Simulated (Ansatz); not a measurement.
## A computed optical spectrum

Method: Ansatz, r2SCAN, independent particles, without spin-orbit coupling, line width 0.1 eV (Gaussian); metals get a typed carrier damping. The response is along the first axis of the cell.

(E (eV), Im ε): (0.50, 82.85), (0.75, 56.25), (1.00, 35.45), (1.25, 20.30), (1.50, 14.04), (1.75, 12.80), (2.00, 12.65), (2.25, 14.27), (2.50, 9.83), (2.75, 10.64), (3.00, 8.23), (3.25, 8.93), (3.50, 7.14), (3.75, 6.22), (4.00, 4.89), (4.25, 3.77), (4.50, 3.00), (4.75, 2.42), (5.00, 2.04), (5.25, 2.33), (5.50, 1.90), (5.75, 1.59), (6.00, 1.44), (6.25, 1.30), (6.50, 1.17), (6.75, 1.04), (7.00, 0.99), (7.25, 0.80), (7.50, 0.66), (7.75, 0.53), (8.00, 0.46), (8.25, 0.38), (8.50, 0.36), (8.75, 0.34), (9.00, 0.29), (9.25, 0.28), (9.50, 0.26), (9.75, 0.25), (10.00, 0.23), (10.25, 0.20), (10.50, 0.19), (10.75, 0.15), (11.00, 0.12), (11.25, 0.11), (11.50, 0.09), (11.75, 0.08), (12.00, 0.08), (12.25, 0.07), (12.50, 0.07), (12.75, 0.07), (13.00, 0.06), (13.25, 0.05), (13.50, 0.04), (13.75, 0.04), (14.00, 0.04)

Task: All candidates were run at this level. Which one is shown?
A. Sr2MgAl3 (P6_3/mmc)
B. AlN (F-43m)
C. CaMgBr4 (P2/m)
D. Al2O3 (R-3c)

Result: A. Sr2MgAl3 (P6_3/mmc): a metal, with a Drude term, main peak of the conductivity above 1 eV at 2.21 eV. The others: Al2O3 (R-3c), least direct gap 7.11 eV, ε∞ = 3.06 along the first axis, strongest peak along the first axis at 12.35 eV; AlN (F-43m), least direct gap 4.85 eV, ε∞ = 4.25 along the first axis, strongest peak along the first axis at 8.76 eV; CaMgBr4 (P2/m), least direct gap 4.30 eV, ε∞ = 3.33 along the first axis, strongest peak along the first axis at 7.58 eV.

Note: cells built here by substitution need not match a known phase.
